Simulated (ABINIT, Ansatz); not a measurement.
# RbCdH3 (Pm-3m): zone-centre phonons, part 3 of 5

Wanted: the vibrations of RbCdH3 (Pm-3m) at Γ, by two programs.

ABINIT 10.8.3; DFT PBE, scalar-relativistic, plane waves, PseudoDojo norm-conserving pseudopotentials.

So far. Step 3 (Ground state): The cell stands at -0.23 GPa: the relaxation ran with a smoothed and higher cutoff, and the difference is a stress of the finite basis. Step 4 (Linear response at Γ): The acoustic modes at Γ come out as far as 5.7 cm⁻¹ from zero, where they should vanish, a small numerical error. The relaxed cell has a = 4.214 Å (conventional setting).

The structure was built from a prototype and need not be the compound's stable phase.

## Step 5: Zone-centre analysis

anaddb reads the merged derivatives and imposes the acoustic sum rule.

Input file anaddb.abi:

```
ddb_filepath "gamma_DDB"
output_file "anaddb.abo"
outdata_prefix "anaddb"
asr 1
chneut 1
enunit 2
eivec 1
nph1l 1
qph1l 0.0 0.0 0.0 1.0
```

Input file mrgddb.in:

```
gamma_DDB
merged
2
dfpt_gammao_DDB
gso_DDB
```

Command:

```console
> mrgddb < mrgddb.in > mrgddb.log
> OMP_NUM_THREADS=1 anaddb anaddb.abi > anaddb.log
```

anaddb.abo, the main output file:

```text
-outvars_anaddb: echo values of input variables ----------------------

 Miscellaneous information :
      enunit         2
       eivec         1
         asr         1
 First list of wavevector (reduced coord.) :
       nph1l         1
       qph1l
                     0.00000000E+00  0.00000000E+00  0.00000000E+00    1.000E+00

================================================================================

 read the DDB information and perform some checks

  ==== Info on the Cryst% object ====
 Real(R)+Recip(G) space primitive vectors, cartesian coordinates (Bohr,Bohr^-1):
 R(1)=  7.9633213  0.0000000  0.0000000  G(1)=  0.1255757  0.0000000  0.0000000
 R(2)=  0.0000000  7.9633213  0.0000000  G(2)=  0.0000000  0.1255757  0.0000000
 R(3)=  0.0000000  0.0000000  7.9633213  G(3)=  0.0000000  0.0000000  0.1255757
 Unit cell volume ucvol=  5.0498993E+02 bohr^3
 Angles (23,13,12)=  9.00000000E+01  9.00000000E+01  9.00000000E+01 degrees
 Time-reversal symmetry is present
 Reduced atomic positions [iatom, xred, symbol]:
    1)    0.0000000  0.0000000  0.0000000  Rb
    2)    0.5000000  0.5000000  0.5000000  Cd
    3)    0.5000000  0.5000000  0.0000000   H
    4)    0.5000000  0.0000000  0.5000000   H
    5)    0.0000000  0.5000000  0.5000000   H

 DDB file with 3 blocks has been read.

================================================================================

 Treat the first list of vectors

  Phonon wavevector (reduced coordinates) :  0.00000  0.00000  0.00000
 Phonon energies in Hartree :
   0.000000E+00  0.000000E+00  0.000000E+00  4.071272E-04  4.071272E-04
   4.071272E-04  1.834590E-03  1.834590E-03  1.834590E-03  2.754855E-03
   2.754855E-03  2.754855E-03  4.335072E-03  4.335072E-03  4.335072E-03
 Phonon energies in meV     :
-  0.000000E+00  0.000000E+00  0.000000E+00  1.107849E+01  1.107849E+01
-  1.107849E+01  4.992174E+01  4.992174E+01  4.992174E+01  7.496343E+01
-  7.496343E+01  7.496343E+01  1.179633E+02  1.179633E+02  1.179633E+02
 Phonon frequencies in cm-1    :
-  0.000000E+00  0.000000E+00  0.000000E+00  8.935409E+01  8.935409E+01
-  8.935409E+01  4.026460E+02  4.026460E+02  4.026460E+02  6.046208E+02
-  6.046208E+02  6.046208E+02  9.514383E+02  9.514383E+02  9.514383E+02
 Phonon frequencies in Thz     :
-  0.000000E+00  0.000000E+00  0.000000E+00  2.678768E+00  2.678768E+00
-  2.678768E+00  1.207102E+01  1.207102E+01  1.207102E+01  1.812608E+01
-  1.812608E+01  1.812608E+01  2.852340E+01  2.852340E+01  2.852340E+01
 Phonon energies in Kelvin  :
-  0.000000E+00  0.000000E+00  0.000000E+00  1.285606E+02  1.285606E+02
-  1.285606E+02  5.793177E+02  5.793177E+02  5.793177E+02  8.699144E+02
-  8.699144E+02  8.699144E+02  1.368907E+03  1.368907E+03  1.368907E+03

 Eigendisplacements
 (will be given, for each mode : in cartesian coordinates
   for each atom the real part of the displacement vector,
   then the imaginary part of the displacement vector - absolute values smaller than 1.0d-7 are set to zero)
  Mode number    1   Energy    0.000000E+00
 Attention : low frequency mode.
   (Could be unstable or acoustic mode)
-  1  0.00000000E+00  0.00000000E+00 -1.65244480E-03
-     0.00000000E+00  0.00000000E+00  0.00000000E+00
-  2  0.00000000E+00  0.00000000E+00 -1.65244632E-03
-     0.00000000E+00  0.00000000E+00  0.00000000E+00
-  3  0.00000000E+00  0.00000000E+00 -1.65243676E-03
-     0.00000000E+00  0.00000000E+00  0.00000000E+00
-  4  0.00000000E+00  0.00000000E+00 -1.65243536E-03
-     0.00000000E+00  0.00000000E+00  0.00000000E+00
-  5  0.00000000E+00  0.00000000E+00 -1.65243536E-03
-     0.00000000E+00  0.00000000E+00  0.00000000E+00
  Mode number    2   Energy    0.000000E+00
 Attention : low frequency mode.
   (Could be unstable or acoustic mode)
-  1  2.38165153E-07  1.65244478E-03  0.00000000E+00
-     0.00000000E+00  0.00000000E+00  0.00000000E+00
-  2  2.38165373E-07  1.65244630E-03  0.00000000E+00
-     0.00000000E+00  0.00000000E+00  0.00000000E+00
-  3  2.38163792E-07  1.65243534E-03  0.00000000E+00
-     0.00000000E+00  0.00000000E+00  0.00000000E+00
-  4  2.38163792E-07  1.65243674E-03  0.00000000E+00
-     0.00000000E+00  0.00000000E+00  0.00000000E+00
-  5  2.38163995E-07  1.65243534E-03  0.00000000E+00
-     0.00000000E+00  0.00000000E+00  0.00000000E+00
  Mode number    3   Energy    0.000000E+00
 Attention : low frequency mode.
   (Could be unstable or acoustic mode)
-  1  1.65244478E-03 -2.38165172E-07  0.00000000E+00
-     0.00000000E+00  0.00000000E+00  0.00000000E+00
-  2  1.65244630E-03 -2.38165392E-07  0.00000000E+00
-     0.00000000E+00  0.00000000E+00  0.00000000E+00
-  3  1.65243534E-03 -2.38163812E-07  0.00000000E+00
-     0.00000000E+00  0.00000000E+00  0.00000000E+00
-  4  1.65243534E-03 -2.38164014E-07  0.00000000E+00
-     0.00000000E+00  0.00000000E+00  0.00000000E+00
-  5  1.65243674E-03 -2.38163812E-07  0.00000000E+00
-     0.00000000E+00  0.00000000E+00  0.00000000E+00
  Mode number    4   Energy    4.071272E-04
-  1  0.00000000E+00  0.00000000E+00  1.89196065E-03
-     0.00000000E+00  0.00000000E+00  0.00000000E+00
-  2  0.00000000E+00  0.00000000E+00 -1.46211940E-03
-     0.00000000E+00  0.00000000E+00  0.00000000E+00
-  3  0.00000000E+00  0.00000000E+00  8.53996283E-04
-     0.00000000E+00  0.00000000E+00  0.00000000E+00
-  4  0.00000000E+00  0.00000000E+00  8.90915050E-04
-     0.00000000E+00  0.00000000E+00  0.00000000E+00
-  5  0.00000000E+00  0.00000000E+00  8.90915050E-04
-     0.00000000E+00  0.00000000E+00  0.00000000E+00
  Mode number    5   Energy    4.071272E-04
-  1  1.48170747E-07 -1.89196065E-03  0.00000000E+00
-     0.00000000E+00  0.00000000E+00  0.00000000E+00
-  2 -1.14507309E-07  1.46211939E-03  0.00000000E+00
-     0.00000000E+00  0.00000000E+00  0.00000000E+00
-  3  0.00000000E+00 -8.90915047E-04  0.00000000E+00
-     0.00000000E+00  0.00000000E+00  0.00000000E+00
-  4  0.00000000E+00 -8.53996281E-04  0.00000000E+00
-     0.00000000E+00  0.00000000E+00  0.00000000E+00
-  5  0.00000000E+00 -8.90915047E-04  0.00000000E+00
-     0.00000000E+00  0.00000000E+00  0.00000000E+00
  Mode number    6   Energy    4.071272E-04
-  1  1.89196065E-03  1.48170746E-07  0.00000000E+00
-     0.00000000E+00  0.00000000E+00  0.00000000E+00
-  2 -1.46211939E-03 -1.14507308E-07  0.00000000E+00
-     0.00000000E+00  0.00000000E+00  0.00000000E+00
-  3  8.90915047E-04  0.00000000E+00  0.00000000E+00
-     0.00000000E+00  0.00000000E+00  0.00000000E+00
-  4  8.90915047E-04  0.00000000E+00  0.00000000E+00
-     0.00000000E+00  0.00000000E+00  0.00000000E+00
-  5  8.53996281E-04  0.00000000E+00  0.00000000E+00
-     0.00000000E+00  0.00000000E+00  0.00000000E+00
  Mode number    7   Energy    1.834590E-03
-  1  0.00000000E+00  0.00000000E+00 -3.29266103E-04
-     0.00000000E+00  0.00000000E+00  0.00000000E+00
-  2  0.00000000E+00  0.00000000E+00 -1.08300771E-04
-     0.00000000E+00  0.00000000E+00  0.00000000E+00
-  3 -2.75331079E-07 -7.33752476E-07  1.27765093E-02
-     0.00000000E+00  0.00000000E+00  0.00000000E+00
-  4 -2.75331079E-07 -6.88766587E-07  1.36109904E-02
-     0.00000000E+00  0.00000000E+00  0.00000000E+00
-  5 -2.58450708E-07 -7.33752476E-07  1.36109904E-02
-     0.00000000E+00  0.00000000E+00  0.00000000E+00
  Mode number    8   Energy    1.834590E-03
-  1  0.00000000E+00 -3.29266103E-04  0.00000000E+00
-     0.00000000E+00  0.00000000E+00  0.00000000E+00
-  2  0.00000000E+00 -1.08300771E-04  0.00000000E+00
-     0.00000000E+00  0.00000000E+00  0.00000000E+00
-  3 -2.37479005E-07  1.36109904E-02  6.88762077E-07
-     0.00000000E+00  0.00000000E+00  0.00000000E+00
-  4 -2.37479005E-07  1.27765093E-02  7.33747672E-07
-     0.00000000E+00  0.00000000E+00  0.00000000E+00
-  5 -2.22919321E-07  1.36109904E-02  7.33747672E-07
-     0.00000000E+00  0.00000000E+00  0.00000000E+00
  Mode number    9   Energy    1.834590E-03
-  1  3.29266104E-04  0.00000000E+00  0.00000000E+00
-     0.00000000E+00  0.00000000E+00  0.00000000E+00
-  2  1.08300771E-04  0.00000000E+00  0.00000000E+00
-     0.00000000E+00  0.00000000E+00  0.00000000E+00
-  3 -1.36109904E-02 -2.37464162E-07 -2.58462725E-07
-     0.00000000E+00  0.00000000E+00  0.00000000E+00
-  4 -1.36109904E-02 -2.22905388E-07 -2.75343880E-07
-     0.00000000E+00  0.00000000E+00  0.00000000E+00
-  5 -1.27765094E-02 -2.37464162E-07 -2.75343880E-07
-     0.00000000E+00  0.00000000E+00  0.00000000E+00
  Mode number   10   Energy    2.754855E-03
-  1  0.00000000E+00  0.00000000E+00  0.00000000E+00
-     0.00000000E+00  0.00000000E+00  0.00000000E+00
-  2  0.00000000E+00  0.00000000E+00  0.00000000E+00
-     0.00000000E+00  0.00000000E+00  0.00000000E+00
-  3  0.00000000E+00  1.75988222E-06  0.00000000E+00
-     0.00000000E+00  0.00000000E+00  0.00000000E+00
-  4  0.00000000E+00  0.00000000E+00 -1.64963404E-02
-     0.00000000E+00  0.00000000E+00  0.00000000E+00
-  5  0.00000000E+00 -1.75988222E-06  1.64963404E-02
-     0.00000000E+00  0.00000000E+00  0.00000000E+00
  Mode number   11   Energy    2.754855E-03
-  1  0.00000000E+00  0.00000000E+00  0.00000000E+00
-     0.00000000E+00  0.00000000E+00  0.00000000E+00
-  2  0.00000000E+00  0.00000000E+00  0.00000000E+00
-     0.00000000E+00  0.00000000E+00  0.00000000E+00
-  3  6.52918034E-07 -1.64963403E-02  0.00000000E+00
-     0.00000000E+00  0.00000000E+00  0.00000000E+00
-  4 -6.52918034E-07  0.00000000E+00 -1.75988222E-06
-     0.00000000E+00  0.00000000E+00  0.00000000E+00
-  5  0.00000000E+00  1.64963403E-02  1.75988222E-06
-     0.00000000E+00  0.00000000E+00  0.00000000E+00
  Mode number   12   Energy    2.754855E-03
-  1  0.00000000E+00  0.00000000E+00  0.00000000E+00
-     0.00000000E+00  0.00000000E+00  0.00000000E+00
-  2  0.00000000E+00  0.00000000E+00  0.00000000E+00
-     0.00000000E+00  0.00000000E+00  0.00000000E+00
-  3  1.64963404E-02  6.52918036E-07  0.00000000E+00
-     0.00000000E+00  0.00000000E+00  0.00000000E+00
-  4 -1.64963404E-02  0.00000000E+00  0.00000000E+00
-     0.00000000E+00  0.00000000E+00  0.00000000E+00
-  5  0.00000000E+00 -6.52918036E-07  0.00000000E+00
-     0.00000000E+00  0.00000000E+00  0.00000000E+00
  Mode number   13   Energy    4.335072E-03
-  1  0.00000000E+00  0.00000000E+00  7.17498993E-06
-     0.00000000E+00  0.00000000E+00  0.00000000E+00
-  2  0.00000000E+00  0.00000000E+00  5.05446240E-06
-     0.00000000E+00  0.00000000E+00  0.00000000E+00
-  3  0.00000000E+00  0.00000000E+00 -1.94308890E-02
-     0.00000000E+00  0.00000000E+00  0.00000000E+00
-  4  0.00000000E+00  0.00000000E+00  9.12939850E-03
-     0.00000000E+00  0.00000000E+00  0.00000000E+00
-  5  0.00000000E+00  0.00000000E+00  9.12939850E-03
-     0.00000000E+00  0.00000000E+00  0.00000000E+00
  Mode number   14   Energy    4.335072E-03
-  1  0.00000000E+00  7.17498987E-06  0.00000000E+00
-     0.00000000E+00  0.00000000E+00  0.00000000E+00
-  2  0.00000000E+00  5.05446236E-06  0.00000000E+00
-     0.00000000E+00  0.00000000E+00  0.00000000E+00
-  3  1.16467380E-06  9.12939843E-03  0.00000000E+00
-     0.00000000E+00  0.00000000E+00  0.00000000E+00
-  4  1.16467380E-06 -1.94308889E-02  0.00000000E+00
-     0.00000000E+00  0.00000000E+00  0.00000000E+00
-  5 -2.47887606E-06  9.12939843E-03  0.00000000E+00
-     0.00000000E+00  0.00000000E+00  0.00000000E+00
  Mode number   15   Energy    4.335072E-03
-  1  7.17498987E-06  0.00000000E+00  0.00000000E+00
-     0.00000000E+00  0.00000000E+00  0.00000000E+00
-  2  5.05446236E-06  0.00000000E+00  0.00000000E+00
-     0.00000000E+00  0.00000000E+00  0.00000000E+00
-  3  9.12939843E-03 -1.16467380E-06  0.00000000E+00
-     0.00000000E+00  0.00000000E+00  0.00000000E+00
-  4  9.12939843E-03  2.47887606E-06  0.00000000E+00
-     0.00000000E+00  0.00000000E+00  0.00000000E+00
-  5 -1.94308889E-02 -1.16467380E-06  0.00000000E+00
-     0.00000000E+00  0.00000000E+00  0.00000000E+00

 Analysis of degeneracies and characters (maximum tolerance=1.00E-06 a.u.)
 For each vibration mode, or group of modes if degenerate,
 the characters are given for each symmetry operation (see the list in the log file).
 Symmetry characters of vibration mode #   1
       degenerate with vibration modes #   2 to    3
  3.0 -3.0 -1.0  1.0 -1.0  1.0 -1.0  1.0  1.0 -1.0 -1.0  1.0  1.0 -1.0 -1.0  1.0
 -0.0  0.0 -0.0  0.0  0.0 -0.0  0.0 -0.0  1.0 -1.0 -1.0  1.0 -1.0  1.0  1.0 -1.0
 -0.0  0.0  0.0 -0.0  0.0 -0.0 -0.0  0.0  1.0 -1.0  1.0 -1.0 -1.0  1.0 -1.0  1.0
 Symmetry characters of vibration mode #   4
       degenerate with vibration modes #   5 to    6
  3.0 -3.0 -1.0  1.0 -1.0  1.0 -1.0  1.0  1.0 -1.0 -1.0  1.0  1.0 -1.0 -1.0  1.0
  0.0 -0.0  0.0 -0.0 -0.0  0.0 -0.0  0.0  1.0 -1.0 -1.0  1.0 -1.0  1.0  1.0 -1.0
  0.0 -0.0 -0.0  0.0 -0.0  0.0  0.0 -0.0  1.0 -1.0  1.0 -1.0 -1.0  1.0 -1.0  1.0
 Symmetry characters of vibration mode #   7
       degenerate with vibration modes #   8 to    9
  3.0 -3.0 -1.0  1.0 -1.0  1.0 -1.0  1.0  1.0 -1.0 -1.0  1.0  1.0 -1.0 -1.0  1.0
  0.0 -0.0 -0.0  0.0 -0.0  0.0  0.0 -0.0  1.0 -1.0 -1.0  1.0 -1.0  1.0  1.0 -1.0
  0.0 -0.0 -0.0  0.0  0.0 -0.0 -0.0  0.0  1.0 -1.0  1.0 -1.0 -1.0  1.0 -1.0  1.0
 Symmetry characters of vibration mode #  10
       degenerate with vibration modes #  11 to   12
  3.0 -3.0 -1.0  1.0 -1.0  1.0 -1.0  1.0 -1.0  1.0  1.0 -1.0 -1.0  1.0  1.0 -1.0
  0.0 -0.0 -0.0  0.0  0.0 -0.0 -0.0  0.0 -1.0  1.0  1.0 -1.0  1.0 -1.0 -1.0  1.0
  0.0 -0.0  0.0 -0.0 -0.0  0.0 -0.0  0.0 -1.0  1.0 -1.0  1.0  1.0 -1.0  1.0 -1.0
 Symmetry characters of vibration mode #  13
       degenerate with vibration modes #  14 to   15
  3.0 -3.0 -1.0  1.0 -1.0  1.0 -1.0  1.0  1.0 -1.0 -1.0  1.0  1.0 -1.0 -1.0  1.0
 -0.0  0.0  0.0 -0.0  0.0 -0.0 -0.0  0.0  1.0 -1.0 -1.0  1.0 -1.0  1.0  1.0 -1.0
 -0.0  0.0  0.0 -0.0 -0.0  0.0  0.0 -0.0  1.0 -1.0  1.0 -1.0 -1.0  1.0 -1.0  1.0
-
```

Elapsed: 0.51 s, on 1 thread of Arm Neoverse V1, shared host.

Numbers from this step:

- lowest optical zone-centre mode: 89.35 cm⁻¹

No LO-TO term; unit eigenvectors of the mass-weighted matrix, from anaddb's displacements. Modes at Γ, with each element's share of the kinetic energy:

```
mode  frequency (cm⁻¹)  symmetry  Rb %  Cd %  H %
   1               0.0  acoustic    43    56    2
   2               0.0  acoustic    43    56    2
   3               0.0  acoustic    43    56    2
   4              89.4       T1u    56    44    0
   5              89.4       T1u    56    44    0
   6              89.4       T1u    56    44    0
   7             402.6       T1u     2     0   98
   8             402.6       T1u     2     0   98
   9             402.6       T1u     2     0   98
  10             604.6       T2u     0     0  100
  11             604.6       T2u     0     0  100
  12             604.6       T2u     0     0  100
  13             951.4       T1u     0     0  100
  14             951.4       T1u     0     0  100
  15             951.4       T1u     0     0  100
```

Displacements in mode 5 (89.4 cm⁻¹), the largest set to 1:
```
Rb1  0.00 -1.00  0.00
Cd2  0.00  0.77  0.00
H3   0.00 -0.47  0.00
H4   0.00 -0.45  0.00
H5   0.00 -0.47  0.00
```

Displacements in mode 14 (951.4 cm⁻¹), the largest set to 1:
```
Rb1  0.00  0.00  0.00
Cd2  0.00  0.00  0.00
H3   0.00  0.47  0.00
H4   0.00 -1.00  0.00
H5   0.00  0.47  0.00
```

The rule moves no optical mode by more than 0.1 cm⁻¹.

[end of part 3 of 5]

[Host names and launcher messages were left out of these logs when they were recorded.]

[Logs are printed without paths, hosts, clocks, repeated set-up lines and the standing remarks that a program may print on its own settings, such as how far it seeks lower states.]

[Hosts, paths, dates, database ids (printed as entryN), source tags and the programs' standing remarks are cut or masked in the printed files.]
